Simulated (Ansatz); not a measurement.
## Structural relaxation of random alloy of the monolayer 2H MoS2-WS2 line, x = 0.12 (75 atoms)

Wanted: the relaxed structure of random alloy of the monolayer 2H MoS2-WS2 line, x = 0.12 (75 atoms) and its electronic structure.

Main program and level: Ansatz 0.2.0; Kohn-Sham DFT, PBE, PAW (set soft_2), plane waves.

This is a report of a sequence of runs, with most program output left out.

### 1. Set-up

The cell holds 75 atoms: 22 Mo, 50 S and 3 W. Cell: a = 15.900 Å, b = 15.900 Å, c = 18.500 Å, α = 90.0°, β = 90.0°, γ = 120.0°. It derives from MoS2 (monolayer 2H MoS2-WS2) and WS2, repeated 5×5×1. Monolayer 2H MoS2-WS2: 75 atoms, 3 of 25 Mo sites given to W at random, cell and internal coordinates interpolated linearly between the end members (Vegard's rule); not relaxed, displaced by a Gaussian of 0.02 Å. Lattice constants are starting values near those of PBE. Vacuum lies along c.

What the set-up can't give: The host structure and its lattice constant were typed by rule, without a check against the phase diagram. Only the Γ point is sampled in the main run, in a cell whose shortest periodic width is 14 Å. Spin–orbit coupling is left out, which matters for the levels of the heavy elements.

### 2. Single point at the start

A single point comes first, to see the forces before anything moves.

File input.yaml:

```yaml
crystal:
  lattice:
    - [15.9, 0.0, 0.0]
    - [-7.95, 13.7698, 0.0]
    - [0.0, 0.0, 18.5]
  atoms:
    - { symbol: Mo, position: [0.0016, 0.99911, 0.49943] }
    - { symbol: S, position: [0.13261, 0.06792, 0.58214] }
    - { symbol: S, position: [0.13498, 0.06556, 0.41572] }
    - { symbol: Mo, position: [0.00075, 0.20212, 0.49777] }
    - { symbol: S, position: [0.13265, 0.26611, 0.58585] }
    - { symbol: S, position: [0.13182, 0.26642, 0.41442] }
    - { symbol: W, position: [0.00048, 0.40085, 0.49881] }
    - { symbol: S, position: [0.13543, 0.46798, 0.58517] }
[... 63 atom lines left out ...]
    - { symbol: S, position: [0.9317, 0.66487, 0.41632] }
    - { symbol: W, position: [0.80047, 0.79937, 0.50152] }
    - { symbol: S, position: [0.93467, 0.86902, 0.58517] }
    - { symbol: S, position: [0.93537, 0.86683, 0.41405] }
kpoints:
  mp_grid: { grid: [1, 1, 1] }
hamiltonian:
  xc: pbe
scf:
  occupations: { method: fermi_dirac, width: 0.025 }
output:
  forces: true
```

Launch:

```
$ ansatz run input.yaml --threads 6 --pin off --max-ram 76800MiB --backend cuda --events-out ev --progress --plain --runs-dir out
```

Wall time 4.9 s (1 × NVIDIA H100 80GB HBM3 with 6 threads of AMD EPYC 7R13 (Zen 3), shared host); peak memory 1.7 GiB.

That memory is the host's; the program planned up to 6.8 GiB on the GPU.

Read from the output:

```
free energy            : -185355.6248 eV
free energy per atom   : -2471.4083 eV/atom
SCF cycles             : 13
r.m.s. force component : 0.3806 eV/Å
longest force          : 1.484 eV/Å
Fermi energy           : 0.4019 eV
```

The r.m.s. force component of 0.38 eV/Å sets the starting point.

Length of the force by element:

```
element  coordination  atoms  mean length of the force (eV/Å)  spread  least  most
     Mo           all     22                            0.851   0.293  0.291  1.48
      S           all     50                            0.447   0.189  0.167  1.01
      W           all      3                            0.982   0.191  0.722  1.18
```

### 3. Relaxation

The atoms are relaxed in the fixed cell, aiming at the force tolerance of the input.

Changes to input.yaml since step 2:

```diff
@@ -15 +15,4 @@
   forces: true
+relax:
+  f_tol: 0.04
+  max_steps: 150
```

Wall time 12 s (1 × NVIDIA H100 80GB HBM3 with 6 threads); peak memory 1.8 GiB.

That memory is the host's; the program planned up to 6.8 GiB on the GPU.

Relaxation path:

```
step  energy less that of the first step (eV)  largest force component (eV/Å)
   1                                   0.0000                          1.4410
   2                                  -0.3466                          0.7315
   3                                  -0.6549                          0.0162
   4                                  -0.6549                          0.0162
```

The atoms that moved most (Å):

```
atom      dx      dy      dz  length
 S57  -0.041   0.046   0.013   0.063
 S42  -0.042   0.036  -0.024   0.060
Mo58  -0.020  -0.054   0.007   0.058
 S69   0.028   0.034   0.036   0.057
 S23  -0.022  -0.031  -0.042   0.057
  S2   0.022  -0.018   0.046   0.054
Mo70   0.024   0.029  -0.038   0.053
 Mo4   0.011  -0.027   0.044   0.053
```

The relaxation changed the energy by -8.73 meV/atom, and atoms moved by 0.033 Å r.m.s., 0.063 Å at most.

### 4. Structure statistics after relaxation

Bonds before and after, by the cutoffs listed below:

```
pair  bonds before  bonds after  mean before (Å)  mean after (Å)  spread before (Å)  spread after (Å)
S-Mo           132          132            2.414           2.413              0.025             0.002
 S-W            18           18            2.419           2.412              0.027             0.001
```

Normalised to the volume that the atoms fill. g(r), total and by pair (bins of 0.2 Å):

```
r (Å)  total   S-S  S-Mo   S-W  Mo-Mo   Mo-W   W-W
 2.40   4.06  0.00  9.15  9.15   0.00   0.00  0.00
 2.60   0.00  0.00  0.00  0.00   0.00   0.00  0.00
 2.80   0.00  0.00  0.00  0.00   0.00   0.00  0.00
 3.00   0.00  0.00  0.00  0.00   0.00   0.00  0.00
 3.20   3.96  6.25  0.00  0.00  10.45  12.10  0.00
 3.40   0.00  0.00  0.00  0.00   0.00   0.00  0.00
 3.60   0.00  0.00  0.00  0.00   0.00   0.00  0.00
 3.80   0.00  0.00  0.00  0.00   0.00   0.00  0.00
 4.00   1.51  0.00  3.40  3.40   0.00   0.00  0.00
 4.20   0.00  0.00  0.00  0.00   0.00   0.00  0.00
 4.40   1.19  2.68  0.00  0.00   0.00   0.00  0.00
 4.60   0.00  0.00  0.00  0.00   0.00   0.00  0.00
 4.80   0.00  0.00  0.00  0.00   0.00   0.00  0.00
 5.00   0.33  0.00  0.79  0.35   0.00   0.00  0.00
 5.20   1.50  0.00  3.31  3.75   0.00   0.00  0.00
 5.40   0.02  0.01  0.00  0.00   0.18   0.00  0.00
 5.60   1.15  1.75  0.00  0.00   3.33   3.56  3.26
 5.80   0.00  0.00  0.00  0.00   0.00   0.00  0.00
 6.00   0.00  0.00  0.00  0.00   0.00   0.00  0.00
 6.20   0.00  0.00  0.00  0.00   0.00   0.00  0.00
 6.40   1.48  2.67  0.00  0.00   2.64   2.67  2.44
 6.60   0.00  0.00  0.00  0.00   0.00   0.00  0.00
 6.80   1.03  0.00  2.31  2.31   0.00   0.00  0.00
 7.00   0.47  1.06  0.00  0.00   0.00   0.00  0.00
 7.20   0.00  0.01  0.00  0.00   0.00   0.00  0.00
 7.40   0.00  0.00  0.00  0.00   0.00   0.00  0.00
 7.60   0.42  0.00  0.95  0.95   0.00   0.00  0.00
 7.80   0.00  0.00  0.00  0.00   0.00   0.00  0.00
```

Bonds by pair of elements; cutoffs follow the first minimum of g(r), held within bounds set by covalent radii, and pairs that aren't listed don't count as bonded:

```
pair A-B  cutoff (Å)  bonds  mean length (Å)  spread (Å)  shortest (Å)  B about A  A about B
    S-Mo        3.03    132             2.41       0.002          2.41       2.64          6
     S-W        3.12     18             2.41       0.001          2.41       0.36          6
```

How many atoms have how many bonded neighbours:

```
element  mean   3   6
     Mo     6   0  22
      S     3  50   0
      W     6   0   3
```

Bond angles (no mean is given where the spread exceeds 20°):

```
  angle  count  mean (°)  spread (°)
 S-Mo-S    330         -           -
Mo-S-Mo    114      82.4         0.1
  S-W-S     45         -           -
 Mo-S-W     36      82.5           0
```

Counting bonds as in the table, all Mo atoms have 6, all S atoms have 3 and all W atoms have 6 bonded neighbours.

### 5. Single point at the relaxed geometry

The electronic structure is read at the final geometry, in a run of its own.

File input.yaml:

```yaml
crystal:
  lattice:
    - [15.9, 0.0, 0.0]
    - [-7.95, 13.7698, 0.0]
    - [0.0, 0.0, 18.5]
  atoms:
    - { symbol: Mo, position: [0.00019, 0.00043, 0.50001] }
    - { symbol: S, position: [0.13332, 0.06661, 0.58465] }
    - { symbol: S, position: [0.13339, 0.06672, 0.41539] }
    - { symbol: Mo, position: [0.00045, 0.20015, 0.50013] }
    [... 65 atom lines left out ...]
    - { symbol: Mo, position: [0.80061, 0.60045, 0.50007] }
    - { symbol: S, position: [0.93376, 0.66681, 0.5847] }
    - { symbol: S, position: [0.9338, 0.66672, 0.4154] }
    - { symbol: W, position: [0.80029, 0.80031, 0.50001] }
    - { symbol: S, position: [0.93352, 0.86683, 0.58465] }
    - { symbol: S, position: [0.93352, 0.86682, 0.41536] }
kpoints:
  mp_grid: { grid: [1, 1, 1] }
hamiltonian:
  xc: pbe
scf:
  occupations: { method: fermi_dirac, width: 0.025 }
output:
  forces: true
  populations: true
  dos:
    method: { smearing: { sigma: 0.08 } }
    de: 0.05
    projected: { site_lists: { Mo: [Mo], S: [S], W: [W] } }
  eigenvalues: true
  write_density: true
  write_potential: true
  volumetric_format: npy
```

Run time: 4.8 s. Hardware: 1 × NVIDIA H100 80GB HBM3 with 6 threads; peak memory 1.9 GiB.

That memory is the host's; the program planned up to 7.2 GiB on the GPU.

The run gave:

```yaml
free_energy: -185356.2797 eV
free_energy_per_atom: -2471.4171 eV/atom
scf_cycles: 12
r_m_s_force_component: 0.0048 eV/Å
longest_force: 0.01576 eV/Å
fermi_energy: 0.423 eV
spacing_of_highest_filled_and_lowest_empty_level: 2 eV
potential_in_mid_vacuum_over_the_fermi_level: 4.944 eV
potential_4p5_a_over_the_upper_face: 4.944 eV
potential_4p5_a_under_the_lower_face: 4.944 eV
spilling_of_the_projection: 0.007913
```

Löwdin charges by element (they lack the spilled electrons, 0.069 e an atom on average):

```
element  coordination  atoms  mean charge (e)  spread    least     most
     Mo           all     22            0.325  0.0063    0.313    0.334
      S           all     50          -0.0725  0.0074  -0.0843  -0.0651
      W           all      3            0.538  2.0e-4    0.538    0.538
```

States in the cell by windows of 1 eV, zero at the Fermi level; the larger projections on atomic orbitals stand beside the total:

```
from (eV)  to (eV)  total   S p  Mo d   S s
      -18      -16    0.0   0.0   0.0   0.0
      -16      -15    2.0   0.0   0.0   1.1
      -15      -14   12.0   0.4   0.1   7.4
      -14      -13   70.8   2.0   6.5  57.5
      -13      -12   15.2   0.1   2.4  12.2
      -12       -7    0.0   0.0   0.0   0.0
       -7       -6   55.1  33.6  14.6   1.4
       -6       -5   34.3  22.2   9.0   1.1
       -5       -4   84.1  50.9  22.4   4.3
       -4       -3   54.4  32.0  18.3   0.5
       -3       -2   70.7  56.4  10.2   1.8
       -2       -1   49.8  14.3  29.6   0.7
       -1        0    1.5   0.5   0.8   0.0
        0        1    2.2   0.7   1.4   0.0
        1        2  106.4  34.0  59.1   2.0
```

The stored curve holds about 450 of the 650 electrons; the rest, give or take the few that broadening carries across the Fermi level, lie in deeper levels below its range.

The levels nearest the highest filled one (over half full), pooled over k-points and spins:

```
level less the highest filled one (eV)  occupation
                                -0.245           2
                                -0.241           2
                                -0.237           2
                                -0.235           2
                                -0.225           2
                                     0           2
                                  2.00           0
                                  2.01           0
                                  2.01           0
                                  2.02           0
                                  2.03           0
                                  2.04           0
```

Planar average of the electrostatic potential energy along the normal, with the Fermi level as zero, after a running mean with a triangular window 4 Å wide at its base:

```
height (Å)  potential energy (eV)
       0.0                   4.94
       0.6                   4.94
       1.0                   4.94
       1.6                   4.94
       2.1                   4.94
       2.7                   4.94
       3.1                   4.94
       3.7                   4.94
       4.1                   4.93
       4.7                   4.87
       5.2                   4.65
       5.8                   3.60
       6.4                   1.51
       6.8                  -0.69
       7.4                  -4.43
       7.8                  -7.25
       8.4                 -10.16
       8.9                 -11.67
       9.5                 -11.97
       9.9                 -10.76
      10.5                  -8.11
      11.0                  -5.44
      11.5                  -1.58
      12.0                   0.82
      12.6                   3.16
      13.2                   4.48
      13.6                   4.83
      14.2                   4.93
      14.7                   4.94
      15.2                   4.94
      15.7                   4.94
      16.3                   4.94
      16.7                   4.94
      17.3                   4.94
      17.8                   4.94
      18.4                   4.94
```

Valence density in the ca plane at fractional y = 0.400, with atoms of W and Mo within 0.2 Å of it. It is the smooth field of the valence electrons, not physical close to the nuclei.

Ten steps, logarithmic in the rise over the least value, from '0' (0.0 e/Å³) to '9' (6.3 e/Å³), each cell a mean:
```
00000000000000001234689853210000000000000000
00000000000000012344455444431000000000000000
00000000000000012444433344432000000000000000
00000000000000001234577643321000000000000000
00000000000000000124799953210000000000000000
00000000000000001234688753211000000000000000
00000000000000012444444444431000000000000000
00000000000000012444444444431000000000000000
00000000000000001234688743321000000000000000
00000000000000000124799863210000000000000000
00000000000000001234578643321000000000000000
00000000000000012444433344432000000000000000
00000000000000012344444444431000000000000000
00000000000000001234689753210000000000000000
00000000000000001124799953210000000000000000
00000000000000001334567544321000000000000000
00000000000000012444433344432000000000000000
00000000000000012344455444431000000000000000
00000000000000001224799853210000000000000000
00000000000000001124799853210000000000000000
00000000000000012344456544321000000000000000
00000000000000012444433344432000000000000000
00000000000000002344566544321000000000000000
00000000000000001124799853210000000000000000
```
Columns run along c (18.5 Å), rows up along a (15.9 Å). Atoms in or near the plane, at fractional coordinates: W at (0.50, 0.00), Mo at (0.50, 0.20), Mo at (0.50, 0.40), W at (0.50, 0.60), Mo at (0.50, 0.80).

Electrostatic potential energy in the ca plane at fractional y = 0.400, with atoms of W and Mo within 0.2 Å of it. With pseudopotentials it is smooth inside the atoms' cores, unlike the true potential.

Values in eV, 13 rows by 16 columns, each cell a mean:
```
  5   5   5   5   5   5   1 -16 -21   0   4   5   5   5   5   5
  5   5   5   5   5   5  -2  -6  -7  -3   4   5   5   5   5   5
  5   5   5   5   5   5   3 -26 -31   1   5   5   5   5   5   5
  5   5   5   5   5   5  -2  -6  -8  -3   4   5   5   5   5   5
  5   5   5   5   5   5   1 -16 -19  -1   4   5   5   5   5   5
  5   5   5   5   5   5   2 -21 -26   0   5   5   5   5   5   5
  5   5   5   5   5   4  -3  -3  -3  -4   4   5   5   5   5   5
  5   5   5   5   5   5   2 -24 -30   1   5   5   5   5   5   5
  5   5   5   5   5   5  -1 -11 -14  -2   4   5   5   5   5   5
  5   5   5   5   5   5  -1 -10 -13  -2   4   5   5   5   5   5
  5   5   5   5   5   5   2 -24 -30   1   5   5   5   5   5   5
  5   5   5   5   5   4  -3  -3  -4  -4   4   5   5   5   5   5
  5   5   5   5   5   5   2 -21 -26   0   5   5   5   5   5   5
```
Columns run along c (18.5 Å; values clipped at the 3rd and 97th percentile), rows up along a (15.9 Å). Atoms in or near the plane, at fractional coordinates: W at (0.50, 0.00), Mo at (0.50, 0.20), Mo at (0.50, 0.40), W at (0.50, 0.60), Mo at (0.50, 0.80).

Mean Löwdin charges: Mo +0.33, S -0.07, W +0.54 e (they miss 0.79 % of the electrons, so they add up to more than the cell's charge). The largest share in the top eV of filled states is Mo d (62 % of the projected weight), and in the lowest eV of empty states Mo d (57 % of the projected weight). The potential stands 5.93 eV above the highest filled level over the upper face and 5.93 eV under the lower one, a reading of the ionisation potential at this level on the run's k-points.

The surroundings of W52, one of the 3 W atoms, nearest first, numbered as they follow in the input and with coordinates relative to it.

```
atom      x      y      z  distance (Å)  bonds  Löwdin charge (e)
 W52   0.00   0.00   0.00          0.00      6               0.54
 S53   1.59   0.92   1.57          2.41      3              -0.08
 S54   1.59   0.91  -1.57          2.41      3              -0.08
 S39  -1.59   0.92  -1.57          2.41      3              -0.08
 S38  -1.59   0.92   1.57          2.41      3              -0.08
 S35   0.00  -1.84   1.57          2.41      3              -0.08
 S36   0.00  -1.84  -1.56          2.41      3              -0.08
Mo67   3.18  -0.01   0.00          3.18      6               0.31
Mo37  -3.18  -0.01   0.00          3.18      6               0.32
Mo55  -1.59   2.76   0.00          3.18      6               0.31
Mo70   1.60   2.76   0.00          3.18      6               0.31
Mo34  -1.59  -2.76   0.00          3.18      6               0.32
Mo49   1.59  -2.76   0.00          3.19      6               0.32
```

The column of bonds counts only the pairs S-Mo within 3.03 Å, S-W within 3.12 Å; other neighbours, such as metal atoms beside each other in a compound, aren't counted, and periodic images can show an atom twice.

### 6. K-mesh 2×2×1

Large cells are often run on few k-points; this run checks whether the reference had enough.

Changes to input.yaml since step 5:

```diff
@@ -8,3 +8,3 @@
 kpoints:
-  mp_grid: { grid: [1, 1, 1] }
+  mp_grid: { grid: [2, 2, 1] }
 hamiltonian:
@@ -21,4 +21 @@
   eigenvalues: true
-  write_density: true
-  write_potential: true
-  volumetric_format: npy
```

Wall time 8.7 s (1 × NVIDIA H100 80GB HBM3 with 6 threads); peak memory 3.9 GiB; 23 s of CPU time.

That memory is the host's; the program planned up to 34.7 GiB on the GPU.

Geometry and reference: those of the single point at the relaxed geometry.

Forces differ from those of the single point at the relaxed geometry by 2.1 meV/Å r.m.s.; the energy by -0.51 meV/atom and the gap by -0.17 eV. It took 8.7 s and 12 cycles; the reference's time can't be set against it, since the two runs asked for unlike analyses.

[end of part 1 of 2]

[Logs are printed without paths, hosts, clocks, repeated set-up lines and the standing remarks that a program may print on its own settings, such as how far it seeks lower states.]

[Hosts, paths, dates, database ids (printed as entryN), source tags and the programs' standing remarks are cut or masked in the printed files.]
